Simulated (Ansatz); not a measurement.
# Simulated XPS, UPS and emission spectra of Ca2CO4, part 3 of 3

Wanted: projected DOS of Ca2CO4, weighted into photoemission and X-ray emission spectra, at several levels of theory.

Ansatz 0.2.0; DFT, PBE, plane-wave PAW, default files, scalar-relativistic (the session's first sound run).

So far. Step 3 (With PBEsol): At this level the gap is 5.54 eV on the path. Step 4 (With RPBE): At this level the gap is 5.70 eV on the path.

### 5. Other settings: scf.lower_state_search = "standard"

This step: DFT, PBE, plane-wave PAW, default files, scalar-relativistic; changed: scf.lower_state_search = "standard" (Ansatz 0.2.0).

Some settings are changed to see whether the read-outs move.

input.yaml

```yaml
crystal:
  lattice:
    - [6.2609, 0.0, 0.0]
    - [0.0, 4.8594, 0.0]
    - [0.0, 0.0, 8.4881]
  atoms:
    - { symbol: Ca, position: [0.85001, 0.75, 0.0924] }
    - { symbol: Ca, position: [0.64999, 0.25, 0.5924] }
    - { symbol: Ca, position: [0.35001, 0.75, 0.4076] }
    - { symbol: Ca, position: [0.14999, 0.25, 0.9076] }
    - { symbol: Ca, position: [0.51041, 0.75, 0.81396] }
    - { symbol: Ca, position: [0.98959, 0.25, 0.31396] }
    - { symbol: Ca, position: [0.01041, 0.75, 0.68604] }
    - { symbol: Ca, position: [0.48959, 0.25, 0.18604] }
    - { symbol: O, position: [0.99007, 0.75, 0.41274] }
    - { symbol: O, position: [0.50993, 0.25, 0.91274] }
    - { symbol: O, position: [0.49007, 0.75, 0.08726] }
    - { symbol: O, position: [0.00993, 0.25, 0.58726] }
    - { symbol: O, position: [0.68841, 0.75, 0.57346] }
    - { symbol: O, position: [0.81159, 0.25, 0.07346] }
    - { symbol: O, position: [0.18841, 0.75, 0.92654] }
    - { symbol: O, position: [0.31159, 0.25, 0.42654] }
    - { symbol: O, position: [0.19081, 0.9824, 0.15297] }
    - { symbol: O, position: [0.30919, 0.0176, 0.65297] }
    - { symbol: O, position: [0.69081, 0.5176, 0.34703] }
    - { symbol: O, position: [0.80919, 0.4824, 0.84703] }
    - { symbol: O, position: [0.80919, 0.0176, 0.84703] }
    - { symbol: O, position: [0.69081, 0.9824, 0.34703] }
    - { symbol: O, position: [0.30919, 0.4824, 0.65297] }
    - { symbol: O, position: [0.19081, 0.5176, 0.15297] }
    - { symbol: C, position: [0.76964, 0.75, 0.41963] }
    - { symbol: C, position: [0.73036, 0.25, 0.91963] }
    - { symbol: C, position: [0.26964, 0.75, 0.08037] }
    - { symbol: C, position: [0.23036, 0.25, 0.58037] }
kpoints:
  mp_grid: { grid: [4, 4, 4] }
scf:
  occupations: { method: fermi_dirac, width: 0.02 }
  n_extra_bands: 40
  lower_state_search: standard
hamiltonian:
  xc: pbe
  pseudopotentials: { kind: paw }
output:
  forces: true
  stress: true
  dos:
    projected:
      site_lists:
        Ca1: [0, 1, 2, 3]
        Ca5: [4, 5, 6, 7]
        O9: [8, 9, 10, 11]
        O13: [12, 13, 14, 15]
        O17: [16, 17, 18, 19, 20, 21, 22, 23]
        C25: [24, 25, 26, 27]
    de: 0.05
    e_range: [-36, 12]
    nscf_kmesh: { grid: [6, 8, 4] }
```

Run with:

```sh
$ ansatz run input.yaml --threads 4 --pin off --max-ram 8192MiB --backend cpu --events-out ev --progress --plain --runs-dir out
```

Numbers of over 12 decimals in the logs are rounded to 6 here.

What it wrote:

```text
[...]
Crystal: 28 atoms, lattice volume = 258.244 Å³
Basis set: ecut = 420 eV, 5065 PW (Γ), exchange–correlation on 90×72×120 points (8 copies of the dense FFT grid, shifted against one another)
Bands: 136, of which v1, the nominal top of the filled ones, is band 96 counted from 1 (95 counted from 0)
Symmetry: 8 space group operations
[...]
k-points: 27 of 64
[...]
SCF iter   1: F=—  HF=-24640.954206 eV  |F-HF|=—  |Δ(HF+E_count)|=         —  Δρ=3.77e-3  dr2=3.04e-2  ethr=1.77e-3  ⟨swp⟩=9.7  Hψ=18230  notcnv=0  defer=417
[...]
SCF iter   8: F=-24640.949600 eV  HF=-24640.949600 eV  |F-HF|=4.66e-10  |Δ(HF+E_count)|=   6.27e-8  Δρ=2.02e-6  dr2=6.59e-9  ethr=5.21e-11  ⟨swp⟩=3.0  Hψ=11601  notcnv=0
SCF 1 converged in 8 iterations: F = -24640.949600 eV  dr2 = 6.59e-9
[...]
SCF converged after 8 iterations
Free energy (F): -24640.949600 eV
[...]
Internal energy: -24640.949600 eV  (E = F + TS)
E sigma→0 (E₀):  -24640.949600 eV
Fermi energy:    13.038858 eV
[...]
--- Forces (eV/Å), atoms counted from 1 ---
  atom   1  Ca     0.00098207     0.00000000    -0.01247640
  atom   2  Ca    -0.00098207     0.00000000    -0.01247640
  atom   3  Ca     0.00098207     0.00000000     0.01247640
  atom   4  Ca    -0.00098207     0.00000000     0.01247640
  atom   5  Ca    -0.01154415     0.00000000     0.03117010
  atom   6  Ca     0.01154415     0.00000000     0.03117010
  atom   7  Ca    -0.01154415     0.00000000    -0.03117010
  atom   8  Ca     0.01154415     0.00000000    -0.03117010
  atom   9  O     -0.09734614     0.00000000     0.02324694
  atom  10  O      0.09734614     0.00000000     0.02324694
  atom  11  O     -0.09734614    -0.00000000    -0.02324694
  atom  12  O      0.09734614     0.00000000    -0.02324694
  atom  13  O      0.05755836     0.00000000    -0.06777024
  atom  14  O     -0.05755836     0.00000000    -0.06777024
  atom  15  O      0.05755836    -0.00000000     0.06777024
  atom  16  O     -0.05755836     0.00000000     0.06777024
  atom  17  O      0.04259459    -0.07437699    -0.04741868
  atom  18  O     -0.04259459     0.07437699    -0.04741868
  atom  19  O      0.04259459     0.07437699     0.04741868
  atom  20  O     -0.04259459    -0.07437699     0.04741868
  atom  21  O     -0.04259459     0.07437699     0.04741868
  atom  22  O      0.04259459    -0.07437699     0.04741868
  atom  23  O     -0.04259459    -0.07437699    -0.04741868
  atom  24  O      0.04259459     0.07437699    -0.04741868
  atom  25  C     -0.00548460    -0.00000000    -0.01269952
  atom  26  C      0.00548460    -0.00000000    -0.01269952
  atom  27  C     -0.00548460    -0.00000000     0.01269952
  atom  28  C      0.00548460    -0.00000000     0.01269952
  max |Σ_I F_I| component: 2.60e-18 eV/Å
--- Stress (GPa, compression-positive) ---
       23.323275       0.000000       0.000000
        0.000000      23.637812       0.000000
        0.000000       0.000000      23.645601
  P = ⅓ Tr σ = 23.5356 GPa (235.356 kbar)
--- Band table (eV; the first three rows and the last of 27) ---
  k-point 0: bands = [... 92 lower, 9.9667, 9.9961, 10.1801, 10.2232, 15.8406, 16.1496, 16.2915, 16.3002, ... 36 higher]
  k-point 1: bands = [... 92 lower, 9.8895, 9.9011, 10.0883, 10.1852, 16.0353, 16.1619, 16.2822, 16.3977, ... 36 higher]
  k-point 2: bands = [... 92 lower, 9.7589, 9.7589, 10.0865, 10.0865, 16.1940, 16.1940, 16.4330, 16.4330, ... 36 higher]
  k-point 26: bands = [... 92 lower, 9.6739, 9.6739, 9.6739, 9.6739, 16.6016, 16.6016, 16.6016, 16.6016, ... 36 higher]
```

The job ended after 44 s (4 threads of AMD EPYC 7B13 (Zen 3), shared host; peak memory 1.7 GiB).

A gap read on the k-mesh alone can miss the band edges.

Numbers from this step:

```yaml
free_energy: -24640.9496 eV
fermi_energy: 13.04 eV
pressure: 23.54 GPa
gap_on_the_k_mesh: 5.617 eV
share_of_occupied_states_in_no_projected_shell: 0.0152 of the occupied states in the window
```

Simulated valence spectra by photon energy, shown to 13 eV, since a deeper line would dwarf them at some energies; the 100 % can be that line's tail at the edge; this run's widths, added to any smearing of the DOS itself: Gaussian 0.35 eV, Lorentzian 0.2 eV plus 0.08 an eV of depth. Table of intensity by binding energy, zero at the valence-band maximum; values in % of the maximum within 13 eV:

```tsv
binding energy (eV)	21.2 eV	60 eV	1486.7 eV	9251.7 eV
-1.0	3.08	3.14	3.49	2.22
-0.5	5.74	5.81	4.52	2.59
0.0	25.5	25.6	10.8	4.02
0.5	86.4	86.6	30.6	8.87
1.0	99.5	99.5	35.9	11.5
1.5	86.2	86.1	32.9	12.3
2.0	85.0	85.1	34.3	15.3
2.5	69.7	69.9	32.8	20.1
3.0	61.5	61.7	30.9	21.0
3.5	55.3	55.4	29.1	21.4
4.0	22.4	22.3	16.2	12.7
4.5	10.2	10.0	13.0	11.1
5.0	10.8	10.2	17.6	16.1
5.5	22.2	20.4	36.7	35.6
6.0	54.7	49.3	86.0	85.6
6.5	61.2	55.3	94.7	94.9
7.0	35.3	32.4	59.7	59.8
7.5	16.8	17.1	45.4	46.1
8.0	17.1	20.3	73.7	77.8
8.5	15.4	18.9	72.6	77.0
9.0	8.31	10.1	40.2	41.1
9.5	4.15	5.05	23.3	21.8
10.0	2.47	3.09	17.8	15.1
10.5	1.70	2.25	16.3	12.9
11.0	1.27	1.84	16.5	12.5
11.5	-	1.62	17.7	12.9
12.0	-	1.51	19.6	14.1
12.5	-	1.49	22.4	15.9
```

Spectra as before, but with a recipe of its own (widths, and in some runs the light), which changes peak heights and what is resolved: Gaussian 0.35 eV, Lorentzian 0.2 eV plus 0.08 times the binding energy, linear light, analyser at 10°, Fermi edge at 300 K; some photon energies differ too.

The gap on the k-mesh moves by 0.00 eV at most against the base run, and the converged energy is the same to the last digits.

### 6. Summary of results

```yaml
least_gap_on_the_mesh_and_the_path: 5.62 eV
strongest_listed_peak_within_13_ev_of_the_zero_at_1486p7_ev: 6.3 eV binding, mostly O 2s
strongest_listed_peak_within_13_ev_of_the_zero_at_21p2_ev: 0.9 eV binding, mostly O 2p
pbe_70_s_on_4_threads: gap 5.62 eV, highest Al Kα peak within 13 eV at 6.3 eV (O 2s)
pbesol_67_s_on_4_threads: gap 5.54 eV, highest Al Kα peak within 13 eV at 6.4 eV (O 2s)
rpbe_68_s_on_4_threads: gap 5.70 eV, highest Al Kα peak within 13 eV at 6.3 eV (O 2s)
other_settings_44_s_on_4_threads: gap 5.62 eV, highest Al Kα peak within 13 eV at 6.3 eV (O 2s)
```

In words: Ca2CO4 is an insulator or semiconductor at the base level (gap 5.62 eV), and its valence spectrum changes with photon energy as the shells' cross sections do. At 21.2 eV the valence spectrum has its highest listed peaks within 10.8 eV at 0.9 eV (O 2p) and 6.3 eV (O 2p). At 1486.7 eV the valence spectrum has its highest listed peaks within 13 eV at 1.0 eV (O 2p), 6.3 eV (O 2s) and 8.2 eV (O 2s), and the deeper Ca 3p line at 19.0 eV is higher still (without the spin–orbit splitting that a measurement shows). The shell named is the one with most of the intensity, cross sections included, not always the one with most states there. In the main run, from 1486.7 eV towards hard X-rays the O 2s share grows by 15 points, as its cross section falls more slowly with photon energy than those of the shells it gains on. With PBEsol, the gap on the path moves from 5.62 to 5.54 eV. With RPBE, the gap on the path moves from 5.62 to 5.70 eV. At 21.2 eV the area is led by O 2p (91 %), at 9251.7 eV by Ca 3p (50 %), a shell that the model's window at 21.2 eV leaves out. Kohn–Sham levels aren't quasiparticle energies, so peak positions are approximate. Each run has its own recipe for the spectra (widths, photon energies, in some runs the light), so peak heights and places can differ between runs for that reason too. Semilocal Kohn–Sham gaps are too small as a rule.

[Logs are printed without paths, hosts, clocks, repeated set-up lines and the standing remarks that a program may print on its own settings, such as how far it seeks lower states.]

[Hosts, paths, dates, database ids (printed as entryN), source tags and the programs' standing remarks are cut or masked in the printed files.]

[Maps of the electrostatic potential energy from Ansatz leave out the sawtooth potential of an applied field or a dipole correction, so their vacuum need not be flat; work functions include it.]

[Peak lists hold at most the 14 tallest peaks of each spectrum; further lines can be left out.]
